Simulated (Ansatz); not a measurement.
# Se on Mg(0001): change of the work function, part 2 of 3

Aim: the work function of Mg(0001) at several coverages of Se (fcc site), and the dipole that each adsorbate carries.

Ansatz 0.2.0; plane-wave DFT, PBE, Ansatz PAW.

So far, work function, upper face (eV): step 2 (the clean slab) 3.79.

### 3. The covered slab, k-mesh 6×6×1, coverage 0.25 ML

System of this step: Se/Mg(0001). The cell holds 17 atoms: 16 Mg and 1 Se. Cell: a = 6.420 Å, b = 6.420 Å, c = 27.796 Å, α = 90.0°, β = 90.0°, γ = 60.0°. Vacuum lies along c.

The clean slab as it ended is repeated in the plane and the adsorbate is set on one face; the cell's size fixes the coverage, and the k-mesh shrinks with it to keep the sampling density about even. Adsorbate and upper layers relax, since the dipole depends on the height.

The input, input.yaml:

```yaml
crystal:
  lattice:
    - [6.4199999999, 0.0, 0.0]
    - [3.21, 5.5598830922, 0.0]
    - [0.0, 0.0, 27.795618626]
  atoms:
    - { symbol: Mg, position: [0.3333333333, 0.3333333333, 0.3237920379] }
    - { symbol: Mg, position: [0.0, 0.0, 0.4175665293] }
    - { symbol: Mg, position: [0.3333333333, 0.3333333333, 0.5115244136] }
    - { symbol: Mg, position: [0.0, 0.0, 0.6061475754] }
    - { symbol: Mg, position: [0.3333333333, 0.8333333333, 0.3237920379] }
    - { symbol: Mg, position: [0.0, 0.5, 0.4175665293] }
    - { symbol: Mg, position: [0.3333333333, 0.8333333333, 0.5115244136] }
    - { symbol: Mg, position: [0.0, 0.5, 0.6061475754] }
    - { symbol: Mg, position: [0.8333333333, 0.3333333333, 0.3237920379] }
    - { symbol: Mg, position: [0.5, 0.0, 0.4175665293] }
    - { symbol: Mg, position: [0.8333333333, 0.3333333333, 0.5115244136] }
    - { symbol: Mg, position: [0.5, 0.0, 0.6061475754] }
    - { symbol: Mg, position: [0.8333333333, 0.8333333333, 0.3237920379] }
    - { symbol: Mg, position: [0.5, 0.5, 0.4175665293] }
    - { symbol: Mg, position: [0.8333333333, 0.8333333333, 0.5115244136] }
    - { symbol: Mg, position: [0.5, 0.5, 0.6061475754] }
    - { symbol: Se, position: [0.1666666667, 0.1666666667, 0.6762079621] }
kpoints:
  mp_grid: { grid: [6, 6, 1] }
hamiltonian:
  xc: pbe
scf:
  occupations: { method: fermi_dirac, width: 0.1 }
  convergence: { dr2_threshold: 1.0e-08 }
efield:
  axis: 3
  dipole_correction: true
  ramp_position: 0.97
  ramp_width: 0.06
relax:
  f_tol: 0.02
  max_steps: 60
  constraints: [{ sites: [0, 1, 4, 5, 8, 9, 12, 13] }]
output:
  dos: { projected: true, e_range: [-8, 4] }
  write_potential: true
  write_density: true
  volumetric_format: npy
  elf: true
```

Started as:

```console
$ ansatz run input.yaml --threads 4 --pin off --max-ram 6144MiB --backend cpu --events-out ev --progress --plain --runs-dir out
```

Numbers of over 12 decimals in the logs are rounded to 6 here.

The log of the run:

```text
[...]
Crystal: 17 atoms, lattice volume = 992.149 Å³
Basis set: ecut = 420 eV, 19497 PW (Γ), exchange–correlation on 90×90×384 points (8 copies of the dense FFT grid, shifted against one another)
Bands: 106, of which v1, the nominal top of the filled ones, is band 88 counted from 1 (87 counted from 0)
Symmetry: 6 space group operations
[...]
k-points: 7 of 36 (time reversal used)
[...]
SCF iter   1: F=—  HF=-36249.270041 eV  |F-HF|=—  |Δ(HF+E_count)|=         —  Δρ=9.73e-4  dr2=1.68e-1  ethr=1.77e-3  p=-0.260 e·Å  D=-4.75e-2 V/Å  ΔV_dip=1.32 eV  dr2_dipole=6.23e-2  V_vac-E_F(+/−)=5.07/3.75 eV  ⟨swp⟩=15.3  Hψ=4205  notcnv=0  defer=10
[...]
SCF iter   8: F=-36249.262562 eV  HF=-36249.262562 eV  |F-HF|=3.38e-9  |Δ(HF+E_count)|=   1.85e-8  Δρ=2.08e-7  dr2=7.60e-10  ethr=5.68e-12  p=-0.243 e·Å  D=-4.43e-2 V/Å  ΔV_dip=1.23 eV  dr2_dipole=7.62e-13  V_vac-E_F(+/−)=4.96/3.73 eV  ⟨swp⟩=14.7  Hψ=4092  notcnv=0
SCF 1 converged in 8 iterations: F = -36249.262562 eV  dr2 = 7.60e-10
[...]
relax step   1: F+E_penalty+E_count = -36249.26256152 eV  Δ(F+E_penalty+E_count) = +0.000e0 eV  max|allowed force component| = 1.096e0 eV/Å  Δτ_max = 0.0000 Å  (8 SCF iters, accepted)
[...]
SCF iter   8: F=-36249.382785 eV  HF=-36249.382785 eV  |F-HF|=7.13e-10  |Δ(HF+E_count)|=   3.87e-8  Δρ=4.22e-7  dr2=5.16e-9  ethr=5.68e-12  p=-0.201 e·Å  D=-3.67e-2 V/Å  ΔV_dip=1.02 eV  dr2_dipole=8.18e-10  V_vac-E_F(+/−)=4.76/3.74 eV  ⟨swp⟩=14.3  Hψ=4502  notcnv=0
SCF 2 converged in 8 iterations: F = -36249.382785 eV  dr2 = 5.16e-9
relax step   2: F+E_penalty+E_count = -36249.38278543 eV  Δ(F+E_penalty+E_count) = -1.202e-1 eV  max|allowed force component| = 1.267e-1 eV/Å  Δτ_max = 0.1936 Å  (8 SCF iters, accepted)
SCF iter   1: F=—  HF=-36249.391320 eV  |F-HF|=—  |Δ(HF+E_count)|=         —  Δρ=3.63e-4  dr2=3.71e-3  ethr=7.61e-5  p=-0.201 e·Å  D=-3.67e-2 V/Å  ΔV_dip=1.02 eV  dr2_dipole=4.91e-5  V_vac-E_F(+/−)=4.77/3.75 eV  ⟨swp⟩=5.7  Hψ=1640  notcnv=0  defer=10
[...]
SCF iter   7: F=-36249.391741 eV  HF=-36249.391741 eV  |F-HF|=2.63e-9  |Δ(HF+E_count)|=   3.48e-8  Δρ=3.73e-7  dr2=2.80e-9  ethr=5.68e-12  p=-0.203 e·Å  D=-3.69e-2 V/Å  ΔV_dip=1.03 eV  dr2_dipole=6.97e-12  V_vac-E_F(+/−)=4.77/3.75 eV  ⟨swp⟩=13.1  Hψ=4543  notcnv=0
SCF 3 converged in 7 iterations: F = -36249.391741 eV  dr2 = 2.80e-9
relax step   3: F+E_penalty+E_count = -36249.39174075 eV  Δ(F+E_penalty+E_count) = -8.955e-3 eV  max|allowed force component| = 5.040e-2 eV/Å  Δτ_max = 0.0883 Å  (7 SCF iters, accepted)
SCF iter   1: F=—  HF=-36249.393079 eV  |F-HF|=—  |Δ(HF+E_count)|=         —  Δρ=2.08e-4  dr2=7.24e-4  ethr=4.51e-6  p=-0.203 e·Å  D=-3.69e-2 V/Å  ΔV_dip=1.03 eV  dr2_dipole=2.67e-5  V_vac-E_F(+/−)=4.77/3.75 eV  ⟨swp⟩=4.7  Hψ=1822  notcnv=0  defer=8
[...]
SCF iter   7: F=-36249.393142 eV  HF=-36249.393142 eV  |F-HF|=5.60e-10  |Δ(HF+E_count)|=   1.12e-8  Δρ=1.74e-7  dr2=6.99e-10  ethr=5.68e-12  p=-0.205 e·Å  D=-3.73e-2 V/Å  ΔV_dip=1.04 eV  dr2_dipole=5.18e-11  V_vac-E_F(+/−)=4.78/3.75 eV  ⟨swp⟩=13.1  Hψ=4534  notcnv=0
SCF 4 converged in 7 iterations: F = -36249.393142 eV  dr2 = 6.99e-10
relax step   4: F+E_penalty+E_count = -36249.39314217 eV  Δ(F+E_penalty+E_count) = -1.401e-3 eV  max|allowed force component| = 4.170e-3 eV/Å  Δτ_max = 0.0386 Å  (7 SCF iters, accepted)
NSCF: frozen V_eff on 7 k-points
[...]
SCF converged after 7 iterations
Free energy (F): -36249.393142 eV
[...]
Internal energy: -36249.129571 eV  (E = F + TS)
E sigma→0 (E₀):  -36249.261357 eV
Entropy (-TS):   -0.263571 eV (-15.504 meV/atom)
Fermi energy:    -0.257423 eV
Dipole field:    D = -0.037335 V/Å  (p = -0.204707 e·Å, saw-weighted, corrected)
Work function:   Φ+ = 4.7833 eV   Φ− = 3.7456 eV
[...]
--- Forces (eV/Å), atoms counted from 1 ---
  atom   1  Mg    -0.01201351    -0.00693600    -0.01566844
  atom   2  Mg    -0.00599484    -0.00346112     0.00427182
  atom   3  Mg    -0.00071041    -0.00041015    -0.00118466
  atom   4  Mg     0.00361134     0.00208501     0.00171335
  atom   5  Mg     0.00000000     0.01387201    -0.01566844
  atom   6  Mg     0.00000000     0.00692225     0.00427182
  atom   7  Mg     0.00000000     0.00082031    -0.00118466
  atom   8  Mg    -0.00000000    -0.00417002     0.00171335
  atom   9  Mg     0.01201351    -0.00693600    -0.01566844
  atom  10  Mg     0.00599484    -0.00346112     0.00427182
  atom  11  Mg     0.00071041    -0.00041015    -0.00118466
  atom  12  Mg    -0.00361134     0.00208501     0.00171335
  atom  13  Mg     0.00000000     0.00000000    -0.02996645
  atom  14  Mg     0.00000000     0.00000000     0.06495815
  atom  15  Mg    -0.00000000     0.00000000     0.00117054
  atom  16  Mg    -0.00000000    -0.00000000    -0.00282912
  atom  17  Se     0.00000000     0.00000000    -0.00071615
  max |Σ_I F_I| component: 1.31e-5 eV/Å
--- Band table (eV; the first three rows and the last of 7) ---
  k-point 0: bands = [... 84 lower, -1.3880, -1.3600, -1.1564, -1.0584, -1.0584, -0.7405, -0.0336, -0.0336, ... 14 higher]
  k-point 1: bands = [... 84 lower, -1.1825, -1.1507, -0.9016, -0.6913, -0.5269, -0.4157, -0.0450, 0.0698, ... 14 higher]
  k-point 2: bands = [... 84 lower, -0.9752, -0.8085, -0.4156, -0.2844, -0.0969, 0.0963, 0.7631, 0.8300, ... 14 higher]
  k-point 6: bands = [... 84 lower, -0.7462, -0.5471, -0.5373, -0.4145, 0.1258, 0.1430, 0.2278, 0.6307, ... 14 higher]
--- Relaxed structure (4 steps of the walk, 4 accepted, 0 SCFs on fresh bases) ---
  F+E_penalty+E_count = -36249.39314217 eV   max|allowed force component| = 4.170e-3 eV/Å
  atoms:
    - { symbol: Mg, position: [0.333333, 0.333333, 0.323792] }
    - { symbol: Mg, position: [2.6667121670171395e-17, 2.6667121670171398e-17, 0.417567] }
    - { symbol: Mg, position: [0.331868, 0.331868, 0.510265] }
    - { symbol: Mg, position: [-0.00324159, -0.00324159, 0.606805] }
    - { symbol: Mg, position: [0.333333, 0.833333, 0.323792] }
    - { symbol: Mg, position: [5.551115123125783e-17, 0.500000, 0.417567] }
    - { symbol: Mg, position: [0.331868, 0.836263, 0.510265] }
    - { symbol: Mg, position: [-0.00324159, 0.506483, 0.606805] }
    - { symbol: Mg, position: [0.833333, 0.333333, 0.323792] }
    - { symbol: Mg, position: [0.500000, 2.6667121670575298e-17, 0.417567] }
    - { symbol: Mg, position: [0.836263, 0.331868, 0.510265] }
    - { symbol: Mg, position: [0.506483, -0.00324159, 0.606805] }
    - { symbol: Mg, position: [0.833333, 0.833333, 0.323792] }
    - { symbol: Mg, position: [0.5, 0.500000, 0.417567] }
    - { symbol: Mg, position: [0.833333, 0.833333, 0.512480] }
    - { symbol: Mg, position: [0.5, 0.500000, 0.599584] }
    - { symbol: Se, position: [0.166667, 0.166667, 0.669099] }
```

Wall time 46 s (4 threads of Intel Xeon 6975P-C (Granite Rapids), shared host); peak memory 2.6 GiB; 2.9 min of CPU time.

Step by step:

```csv
step,energy less that of the first step (eV),largest force component (eV/Å)
1,0.0000,1.0960
2,-0.1202,0.1267
3,-0.1292,0.0504
4,-0.1306,0.0042
```

Forces are held to the 6 operations that the run works with; a distortion that breaks them can't arise in this run.

The atoms that moved most (Å):

```csv
atom,dx,dy,dz,length
Se17,0.000,0.000,-0.198,0.198
Mg16,0.000,0.000,-0.182,0.182
Mg8,0.000,0.036,0.018,0.040
Mg12,0.031,-0.018,0.018,0.040
Mg4,-0.031,-0.018,0.018,0.040
Mg3,-0.014,-0.008,-0.035,0.039
Mg7,0.000,0.016,-0.035,0.039
Mg11,0.014,-0.008,-0.035,0.039
```

The relaxed structure:

```
Mg Se
1.0
     6.42000    0.00000    0.00000
     3.21000    5.55988    0.00000
     0.00000    0.00000   27.79562
Mg Se
16 1
Direct
  0.33333 0.33333 0.32379
  0.00000 0.00000 0.41757
  0.33187 0.33187 0.51027
  0.99676 0.99676 0.60680
  0.33333 0.83333 0.32379
  0.00000 0.50000 0.41757
  0.33187 0.83626 0.51027
  0.99676 0.50648 0.60680
  0.83333 0.33333 0.32379
  0.50000 0.00000 0.41757
  0.83626 0.33187 0.51027
  0.50648 0.99676 0.60680
  0.83333 0.83333 0.32379
  0.50000 0.50000 0.41757
  0.83333 0.83333 0.51248
  0.50000 0.50000 0.59958
  0.16667 0.16667 0.66910
```

This step gave:

* energy at zero smearing: -36249.2614 eV
* work function, upper face: 4.783 eV
* work function, lower face: 3.746 eV
* dipole along the normal: -0.2047 e·Å
* step between the vacuum levels: 1.038 eV

Running mean over 2.60652 Å of the planar mean; the ramp of the sawtooth is left out. Electron's electrostatic potential energy less the Fermi level against z:

```csv
z (Å),electron's electrostatic potential energy less the Fermi level (eV)
4,3.74
5,3.73
6,3.60
7,2.56
8,-2.11
9,-4.03
10,-4.04
11,-4.02
12,-4.03
13,-4.09
14,-4.03
15,-4.02
16,-4.01
17,-4.27
18,-2.03
19,2.24
20,3.90
21,4.70
22,4.78
23,4.78
24,4.78
```

The density of states has structure finer than the step of the table below, so its rows give means over 0.25 eV, whole bins alone (the curve runs from -8 to 1.98 eV). Peaks (eV: height): -2.410: 22.3, -1.650: 13.8, -1.530: 12.1, -0.180: 15.1, 0.210: 13.4, 1.080: 13.9, 1.770: 13.0.

The density of states by energy, zero at the Fermi level; means over each step:

```csv
energy (eV),density of states (states/eV a cell)
-6.75,0
-6.50,0.908
-6.25,1.51
-6.00,1.48
-5.75,2.18
-5.50,3.57
-5.25,3.02
-5.00,3.65
-4.75,2.88
-4.50,2.36
-4.25,5.97
-4.00,5.49
-3.75,4.78
-3.50,5.12
-3.25,7.31
-3.00,8.46
-2.75,7.24
-2.50,10.2
-2.25,5.69
-2.00,5.48
-1.75,8.49
-1.50,7.63
-1.25,6.25
-1.00,7.72
-0.75,6.52
-0.50,8.38
-0.25,8.85
0.00,7.07
0.25,8.23
0.50,6.55
0.75,5.35
1.00,10.1
1.25,8.86
1.50,8.23
1.75,8.85
```

Projected DOS per atom over height of the atomic layer and energy from the Fermi level. Layers: Mg4 Mg4 Mg4 Mg4 Se from below.

Ten even steps from '_' (0.00 states/eV) to '@' (2.60 states/eV), each cell a mean:
```
__________
__________
__________
__________
________..
________..
________::
..______--
......__==
......__%%
......__@@
........##
______..::
..........
__________
__________
__________
__________
__________
__________
__________
__________
```
Columns: height of the atomic layer (Å) from 9 to 18.6 (not evenly spaced); rows upwards: energy from the Fermi level (eV) from -7.96 to 1.95.

ELF in the ca plane at fractional y = 0.000, with atoms of Mg within 0.2 Å of it. It is the smooth field of the valence electrons, not physical close to the nuclei.

Values, 9 rows by 16 columns, each cell a mean:
```
0.53 0.20 0.24 0.45 0.59 0.57 0.22 0.31 0.12 0.13 0.05 0.01 0.00 0.00 0.00 0.00
0.40 0.38 0.32 0.47 0.17 0.30 0.43 0.36 0.38 0.06 0.00 0.00 0.00 0.00 0.00 0.00
0.36 0.47 0.42 0.46 0.10 0.25 0.50 0.51 0.46 0.06 0.00 0.00 0.00 0.00 0.00 0.00
0.52 0.19 0.19 0.46 0.52 0.53 0.22 0.25 0.13 0.09 0.03 0.00 0.00 0.00 0.00 0.00
0.54 0.24 0.28 0.42 0.66 0.63 0.24 0.34 0.27 0.44 0.20 0.03 0.00 0.00 0.00 0.00
0.50 0.20 0.17 0.49 0.36 0.53 0.26 0.17 0.63 0.75 0.47 0.09 0.01 0.00 0.00 0.00
0.35 0.52 0.52 0.45 0.06 0.30 0.39 0.39 0.74 0.79 0.59 0.13 0.01 0.00 0.00 0.00
0.46 0.26 0.22 0.49 0.25 0.46 0.30 0.19 0.69 0.77 0.52 0.11 0.01 0.00 0.00 0.00
0.54 0.23 0.27 0.43 0.64 0.63 0.23 0.33 0.34 0.55 0.27 0.05 0.00 0.00 0.00 0.00
```
Columns run along c (16.0 Å, from fractional 0.35 to 0.93 of the cell), rows up along a (6.4 Å). Atoms in or near the plane, at fractional coordinates: Mg at (0.42, 0.00), Mg at (0.61, 0.00), Mg at (0.42, 0.50), Mg at (0.61, 0.51).

Valence density in the ca plane at fractional y = 0.000, with atoms of Mg within 0.2 Å of it. It is the smooth field of the valence electrons, not physical close to the nuclei.

Ten steps, logarithmic in the rise over the least value, from '0' (0 e/Å³) to '9' (24 e/Å³), each cell a mean:
```
00015884000000000038961000000000000000000000
00001331000000000013420000000000000000000000
00000000000000000000000000000000000000000000
00000000000000000000000000000000000000000000
00000000000000000000000000000000000000000000
00000000000000000000000000000000000000000000
00002431000000000014420000000000000000000000
00015984000000000048961000000000000000000000
00016994100000000048971000000000000000000000
00014762000000000025641111000000000000000000
00001110000000000001111111100000000000000000
00000000000000000000011222110000000000000000
00000000000000000000011222210000000000000000
00000000000000000000011222110000000000000000
00001110000000000001111111100000000000000000
00014662000000000025641110000000000000000000
00016995100000000048971000000000000000000000
```
Columns run along c (16.0 Å, from fractional 0.35 to 0.93 of the cell), rows up along a (6.4 Å). Atoms in or near the plane, at fractional coordinates: Mg at (0.42, 0.00), Mg at (0.61, 0.00), Mg at (0.42, 0.50), Mg at (0.61, 0.51).

Electrostatic potential energy in the ca plane at fractional y = 0.000, with atoms of Mg within 0.2 Å of it. With pseudopotentials it is smooth inside the atoms' cores, unlike the true potential.

Values in eV, 9 rows by 16 columns, each cell a mean:
```
  1 -20 -27  -1   1   1 -11 -37  -4   3   4   4   4   4   4   4
  0  -1  -2   1  -4  -2  -1  -4   1   3   4   4   4   4   4   4
  0   0  -1   1  -5  -2   0  -2   1   3   4   4   4   4   4   4
  1 -14 -21   0   0   0  -8 -28  -3   3   4   4   4   4   4   4
  1 -28 -38  -1   1   1 -16 -47  -5   3   4   4   4   4   4   4
  0  -8 -12   0  -2   0  -4 -13  -2   1   4   4   4   4   4   4
  0   1   0   0  -6  -2   1   0  -4  -7   3   4   4   4   4   4
  0  -4  -6   0  -3   0  -2  -7  -2  -1   4   4   4   4   4   4
  1 -25 -35  -1   1   1 -14 -43  -4   3   4   4   4   4   4   4
```
Columns run along c (16.0 Å, from fractional 0.35 to 0.93 of the cell; values clipped at the 3rd and 97th percentile), rows up along a (6.4 Å). Atoms in or near the plane, at fractional coordinates: Mg at (0.42, 0.00), Mg at (0.61, 0.00), Mg at (0.42, 0.50), Mg at (0.61, 0.51).

The relaxation took 4 steps and lowered the energy by 0.13 eV; the largest force on the free atoms ends at 0.0042 eV/Å.

By hand: a sheet of dipoles makes a step −p/(ε₀A) in the electron's potential. With e/ε₀ = 180.95 V·Å, p = -0.2047 e·Å and A = 35.69 Å², that is −180.95 × (-0.2047) / 35.69 = +1.038 eV, and the two vacuum levels of the run differ by +1.038 eV.

The covered face has 4.78 eV, +1.00 eV against the clean one; the bare back face has moved by -0.05 eV, a measure of how thin the slab is.

(Part 2 of 3 ends here.)

[Logs are printed without paths, hosts, clocks, repeated set-up lines and the standing remarks that a program may print on its own settings, such as how far it seeks lower states.]

[Hosts, paths, dates, database ids (printed as entryN), source tags and the programs' standing remarks are cut or masked in the printed files.]

[Maps of the electrostatic potential energy from Ansatz leave out the sawtooth potential of an applied field or a dipole correction, so their vacuum need not be flat; planar profiles and work functions include it.]

[The density of states shown here was stored with 400 of the rows of the run's finer table, so its peaks can read low, often by over a quarter, or be missed, and its means over a window can be off by a tenth or more.]
